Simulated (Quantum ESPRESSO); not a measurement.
# ZnSe (Stilleite): modes at Γ and the response to a field

Which modes does ZnSe (Stilleite) have at the zone centre?

Program: Quantum ESPRESSO 7.5. Level of theory: DFT LDA, scalar-relativistic, plane waves, PseudoDojo norm-conserving pseudopotentials. Results are calculated unless marked as measured.

**What experiment says.**

“Phonon-based partition of (ZnSe-like) semiconductor mixed crystals on approach to their pressure-induced structural transition” (2020, arxiv:2008.07187) quotes from earlier work for ZnSe, zincblende (pure ZnSe, earlier work): Raman mode (TO) about 207 cm⁻¹ [Literature Raman frequency quoted as a normalising parameter in the cross-section model].

## 1. The starting structure

It takes space group F-43m (No. 216, cubic). Conventional cell: a = 5.668 Å, b = 5.668 Å, c = 5.668 Å, α = 90.00°, β = 90.00°, γ = 90.00°. Nearest to Zn lie 4 Se at 2.45 Å. Se has 4 Zn at 2.45 Å nearest. Farther neighbours and most contacts between anions are not listed.

## 2. A first look

Before anything dear is run, a loose run with smearing shows whether this is a metal and how far the cell is from rest.

Input file probe.in:

```
&CONTROL
  calculation = 'scf'
  prefix      = 'x'
  outdir      = './tmp'
  pseudo_dir  = './pseudo'
  tprnfor     = .true.
  tstress     = .true.
  verbosity   = 'high'
/
&SYSTEM
  ibrav       = 2
  celldm(1)   = 10.71021178
  nat         = 2
  ntyp        = 2
  ecutwfc     = 95.0
  occupations = 'smearing'
  smearing    = 'gaussian'
  degauss     = 0.01
/
&ELECTRONS
  conv_thr         = 1.0d-07
  mixing_beta      = 0.7
  electron_maxstep = 100
/
ATOMIC_SPECIES
 Zn     65.3800  Zn.upf
 Se     78.9710  Se.upf
ATOMIC_POSITIONS crystal
 Zn     0.000000000   0.000000000   0.000000000
 Se     0.250000000   0.250000000   0.250000000
K_POINTS automatic
 6 6 6 0 0 0
```

Launch:

```
$ OMP_NUM_THREADS=1 mpirun -n 4 pw.x -nk 4 -in probe.in > probe.out
```

Output:

```text
[banners, grids, parts of the stress and lines that vanish by symmetry left out]
Program PWSCF v.7.5
     bravais-lattice index     =            2
     lattice parameter (alat)  =      10.7102  a.u.
[...]
kinetic-energy cutoff     =      95.0000  Ry
     charge density cutoff     =     380.0000  Ry
     scf convergence threshold =      1.0E-07
[...]
Exchange-correlation= SLA  PW   NOGX NOGC
                           (   1   4   0   0   0   0   0)
[...]
24 Sym. Ops. (no inversion) found
[...]
(     0          1          0      )
                  (     0          0          1      )
[...]
(  0.0000000  1.0000000  0.0000000 )
                  (  0.0000000  0.0000000  1.0000000 )
[...]
(     1          0         -1      )
                  (     0          0         -1      )
[...]
(  0.0000000  1.0000000  0.0000000 )
[...]
(    -1          0          1      )
                  (    -1          0          0      )
[...]
(  0.0000000  0.0000000  1.0000000 )
                  (  0.0000000 -1.0000000  0.0000000 )
[...]
number of k points=    16  Gaussian smearing, width (Ry)=  0.0100
[...]
End of self-consistent calculation
[...]
the Fermi energy is     8.5931 ev
!    total energy              =    -660.30156404 Ry
[...]
convergence has been achieved in   7 iterations
[...]
atom    1 type  1   force =     0.00000000    0.00000000    0.00000000
     atom    2 type  2   force =     0.00000000    0.00000000    0.00000000
[...]
Total force =     0.000000     Total SCF correction =     0.000000
[...]
total   stress  (Ry/bohr**3)                   (kbar)     P=      -35.04
[...]
XML data file, charge density, pseudopotentials, collected wavefunctions

   JOB DONE.
```

Wall time 6.1 s (4 MPI ranks of Arm Neoverse V2, shared host).

Numbers from this step:

| Quantity | Value |
| --- | --- |
| volume per atom | 22.76 Å³ |
| pressure | -3.504 GPa |
| gap on the k-mesh | 1.028 eV |

A gap of 1.0 eV opens on this mesh, so the crystal is taken as an insulator; the start stands at -3.5 GPa.

## 3. Relaxing the cell and atoms

The relaxation runs at a cutoff a fifth above that of the response, since stress converges more slowly with the basis than frequencies do. Forces and stress are brought to rest with tight thresholds.

Input file relax.in:

```
&CONTROL
  calculation   = 'vc-relax'
  prefix        = 'x'
  outdir        = './tmp'
  pseudo_dir    = './pseudo'
  tprnfor       = .true.
  tstress       = .true.
  forc_conv_thr = 2.0d-05
  etot_conv_thr = 1.0d-07
  nstep         = 40
/
&SYSTEM
  ibrav       = 2
  celldm(1)   = 10.71021178
  nat         = 2
  ntyp        = 2
  ecutwfc     = 114
  occupations = 'fixed'
  nbnd        = 20
/
&ELECTRONS
  conv_thr         = 1.0d-11
  mixing_beta      = 0.7
  electron_maxstep = 100
/
&IONS
/
&CELL
  press_conv_thr = 0.2
/
ATOMIC_SPECIES
 Zn     65.3800  Zn.upf
 Se     78.9710  Se.upf
ATOMIC_POSITIONS crystal
 Zn     0.000000000   0.000000000   0.000000000
 Se     0.250000000   0.250000000   0.250000000
K_POINTS automatic
 8 8 8 0 0 0
```

Launch:

```
$ OMP_NUM_THREADS=1 mpirun -n 4 pw.x -nk 4 -in relax.in > relax.out
```

Output:

```text
[banners, grids, parts of the stress and lines that vanish by symmetry left out]
[banner, memory and clock lines left out]
Program PWSCF v.7.5

[...]
kinetic-energy cutoff     =     114.0000  Ry
     charge density cutoff     =     456.0000  Ry
     scf convergence threshold =      1.0E-11
[...]
energy convergence thresh.=      1.0E-07
     force convergence thresh. =      2.0E-05
     press convergence thresh. =      2.0E-01
     Exchange-correlation= SLA  PW   NOGX NOGC
                           (   1   4   0   0   0   0   0)
[...]
24 Sym. Ops. (no inversion) found
[...]
number of k points=    29
[...]
End of self-consistent calculation
[...]
highest occupied, lowest unoccupied level (ev):     8.0662    9.0962
!    total energy              =    -660.30205171 Ry
[...]
convergence has been achieved in  10 iterations
[...]
atom    1 type  1   force =     0.00000000   -0.00000000   -0.00000000
     atom    2 type  2   force =    -0.00000000    0.00000000    0.00000000
     Total force =     0.000000     Total SCF correction =     0.000000
[...]
total   stress  (Ry/bohr**3)                   (kbar)     P=      -35.06
[...]
number of bfgs steps    =   0
[...]
CELL_PARAMETERS (alat= 10.71021178)
[...]
ATOMIC_POSITIONS (crystal)
Zn              -0.0000000000       -0.0000000000        0.0000000000
Se               0.2500000000        0.2500000000        0.2500000000
[...]
New effective cutoffs (rho, wfc):  461.15  115.35
[...]
End of self-consistent calculation
[...]
highest occupied, lowest unoccupied level (ev):     8.3431    9.4449
!    total energy              =    -660.30315788 Ry
[...]
convergence has been achieved in   6 iterations
[...]
atom    1 type  1   force =    -0.00000000    0.00000000    0.00000000
     atom    2 type  2   force =    -0.00000000   -0.00000000    0.00000000
     Total force =     0.000000     Total SCF correction =     0.000000
[...]
total   stress  (Ry/bohr**3)                   (kbar)     P=      -24.40
[...]
number of bfgs steps    =   1
[...]
CELL_PARAMETERS (alat= 10.71021178)
[...]
ATOMIC_POSITIONS (crystal)
Zn               0.0000000000        0.0000000000       -0.0000000000
Se               0.2500000000        0.2500000000        0.2500000000
[...]
New effective cutoffs (rho, wfc):  469.55  117.46
[...]
End of self-consistent calculation
[...]
highest occupied, lowest unoccupied level (ev):     8.7724    9.9848
!    total energy              =    -660.30401543 Ry
[...]
convergence has been achieved in  10 iterations
[...]
atom    1 type  1   force =    -0.00000000   -0.00000000   -0.00000000
     atom    2 type  2   force =     0.00000000    0.00000000    0.00000000
     Total force =     0.000000     Total SCF correction =     0.000000
[...]
total   stress  (Ry/bohr**3)                   (kbar)     P=       -6.43
[...]
number of bfgs steps    =   2
[...]
CELL_PARAMETERS (alat= 10.71021178)
[...]
ATOMIC_POSITIONS (crystal)
[...]
New effective cutoffs (rho, wfc):  472.54  118.20
[...]
End of self-consistent calculation
[...]
highest occupied, lowest unoccupied level (ev):     8.9262   10.1781
!    total energy              =    -660.30407256 Ry
[...]
convergence has been achieved in   8 iterations
[...]
atom    1 type  1   force =     0.00000000    0.00000000    0.00000000
     atom    2 type  2   force =     0.00000000    0.00000000    0.00000000
     Total force =     0.000000     Total SCF correction =     0.000000
[...]
total   stress  (Ry/bohr**3)                   (kbar)     P=        0.44
[...]
number of bfgs steps    =   3
[...]
CELL_PARAMETERS (alat= 10.71021178)
[...]
ATOMIC_POSITIONS (crystal)
[...]
New effective cutoffs (rho, wfc):  472.35  118.15
[...]
End of self-consistent calculation
[...]
highest occupied, lowest unoccupied level (ev):     8.9163   10.1657
!    total energy              =    -660.30407282 Ry
[...]
convergence has been achieved in   6 iterations
[...]
atom    1 type  1   force =     0.00000000    0.00000000   -0.00000000
     atom    2 type  2   force =    -0.00000000   -0.00000000   -0.00000000
     Total force =     0.000000     Total SCF correction =     0.000000
[...]
total   stress  (Ry/bohr**3)                   (kbar)     P=       -0.01
[...]
number of bfgs steps    =   4
[...]
small trust_radius: resetting bfgs history
[...]
CELL_PARAMETERS (alat= 10.71021178)
[...]
ATOMIC_POSITIONS (crystal)
[...]
New effective cutoffs (rho, wfc):  472.35  118.15
[...]
End of self-consistent calculation
[...]
highest occupied, lowest unoccupied level (ev):     8.9164   10.1657
!    total energy              =    -660.30407282 Ry
[...]
convergence has been achieved in   2 iterations
[...]
atom    1 type  1   force =    -0.00000000   -0.00000000   -0.00000000
     atom    2 type  2   force =     0.00000000    0.00000000   -0.00000000
     Total force =     0.000000     Total SCF correction =     0.000000
[...]
total   stress  (Ry/bohr**3)                   (kbar)     P=       -0.00
[...]
bfgs converged in   6 scf cycles and   5 bfgs steps
[...]
End of BFGS Geometry Optimization
     Final enthalpy           =    -660.3040728186 Ry
     File ./tmp/x.bfgs deleted, as requested
[...]
CELL_PARAMETERS (alat= 10.71021178)
[...]
ATOMIC_POSITIONS (crystal)
Zn              -0.0000000000        0.0000000000       -0.0000000000
Se               0.2500000000        0.2500000000        0.2500000000
[...]
Final scf calculation at the relaxed structure.
[...]
kinetic-energy cutoff     =     114.0000  Ry
     charge density cutoff     =     456.0000  Ry
     scf convergence threshold =      1.0E-13
[...]
press convergence thresh. =      2.0E-01
     Exchange-correlation= SLA  PW   NOGX NOGC
                           (   1   4   0   0   0   0   0)
[...]
24 Sym. Ops. (no inversion) found
[...]
number of k points=    29
[...]
End of self-consistent calculation
[...]
highest occupied, lowest unoccupied level (ev):     8.9164   10.1658
!    total energy              =    -660.30406538 Ry
[...]
convergence has been achieved in  12 iterations
[...]
atom    1 type  1   force =    -0.00000000   -0.00000000   -0.00000000
     atom    2 type  2   force =     0.00000000    0.00000000    0.00000000
     Total force =     0.000000     Total SCF correction =     0.000000
[...]
total   stress  (Ry/bohr**3)                   (kbar)     P=       -0.02
[...]
XML data file, charge density, pseudopotentials, collected wavefunctions
```

Elapsed: 2 min, on 4 MPI ranks; 8 min of CPU time.

Relaxation path:

| step | energy less that of the first step (eV) | largest force (eV/Å) | pressure (GPa) | volume (Å³) |
| --- | --- | --- | --- | --- |
| 1 | 0.0000 | 0.0000 | -3.51 | 45.51 |
| 2 | -0.0150 | 0.0000 | -2.44 | 44.70 |
| 3 | -0.0267 | 0.0000 | -0.64 | 43.51 |
| 4 | -0.0275 | 0.0000 | 0.04 | 43.10 |
| 5 | -0.0275 | 0.0000 | 0.00 | 43.12 |
| 6 | -0.0275 | 0.0000 | 0.00 | 43.12 |
| 7 | -0.0274 | 0.0000 | 0.00 | 43.12 |

| conventional cell, symmetrised | before | after | change |
| --- | --- | --- | --- |
| a (Å) | 5.668 | 5.567 | -1.8 % |
| b (Å) | 5.668 | 5.567 | -1.8 % |
| c (Å) | 5.668 | 5.567 | -1.8 % |
| volume (Å³/atom) | 22.76 | 21.56 | -5.3 % |

The relaxed structure:

```
Zn Se
1.0
    -2.78331    0.00000    2.78331
     0.00000    2.78331    2.78331
    -2.78331    2.78331    0.00000
Zn Se
1 1
Direct
  0.00000 0.00000 0.00000
  0.25000 0.25000 0.25000
```

The last row of the table of steps is pw.x's closing run on a basis chosen anew for the final cell, so its energy can jump.

Read from the output:

* volume per atom: 21.56 Å³
* pressure: -0.002 GPa
* gap on the k-mesh: 1.249 eV

The volume changes by -5.3 % from the cell with which this run began.

## 4. Ground state

Perturbation theory inherits every error of the wavefunctions, so the threshold is set near the limit of the arithmetic. With a gap, occupations are fixed, which also allows the response to an electric field.

Input file scf.in:

```
&CONTROL
  calculation = 'scf'
  prefix      = 'x'
  outdir      = './tmp'
  pseudo_dir  = './pseudo'
  tprnfor     = .true.
  tstress     = .true.
/
&SYSTEM
  ibrav       = 2
  celldm(1)   = 10.51940265
  nat         = 2
  ntyp        = 2
  ecutwfc     = 95.0
  occupations = 'fixed'
  nbnd        = 20
/
&ELECTRONS
  conv_thr         = 1.0d-12
  mixing_beta      = 0.7
  electron_maxstep = 100
/
ATOMIC_SPECIES
 Zn     65.3800  Zn.upf
 Se     78.9710  Se.upf
ATOMIC_POSITIONS crystal
 Zn     0.000000000   0.000000000   0.000000000
 Se     0.250000000   0.250000000   0.250000000
K_POINTS automatic
 8 8 8 0 0 0
```

Launch:

```
$ OMP_NUM_THREADS=1 mpirun -n 4 pw.x -nk 4 -in scf.in > scf.out
```

Output:

```text
[banners, grids, parts of the stress and lines that vanish by symmetry left out]
[banner, memory and clock lines left out]
Program PWSCF v.7.5

[...]
kinetic-energy cutoff     =      95.0000  Ry
     charge density cutoff     =     380.0000  Ry
     scf convergence threshold =      1.0E-12
[...]
Exchange-correlation= SLA  PW   NOGX NOGC
                           (   1   4   0   0   0   0   0)
[...]
24 Sym. Ops. (no inversion) found
[...]
number of k points=    29
[...]
End of self-consistent calculation
[...]
highest occupied, lowest unoccupied level (ev):     8.9164   10.1658
!    total energy              =    -660.30402769 Ry
[...]
convergence has been achieved in  11 iterations
[...]
atom    1 type  1   force =     0.00000000    0.00000000    0.00000000
     atom    2 type  2   force =    -0.00000000    0.00000000   -0.00000000
     Total force =     0.000000     Total SCF correction =     0.000000
[...]
total   stress  (Ry/bohr**3)                   (kbar)     P=       -0.02
[...]
XML data file, charge density, pseudopotentials, collected wavefunctions
```

Elapsed: 14 s, on 4 MPI ranks; 55 s of CPU time.

The cell stands at -0.002 GPa, close enough for phonons.

[end of part 1 of 2]

[Host names and launcher messages were left out of these logs when they were recorded.]

[Logs are printed without paths, hosts, clocks, repeated set-up lines and the standing remarks that a program may print on its own settings, such as how far it seeks lower states.]

[Hosts, paths, dates, database ids (printed as entryN), source tags and the programs' standing remarks are cut or masked in the printed files.]
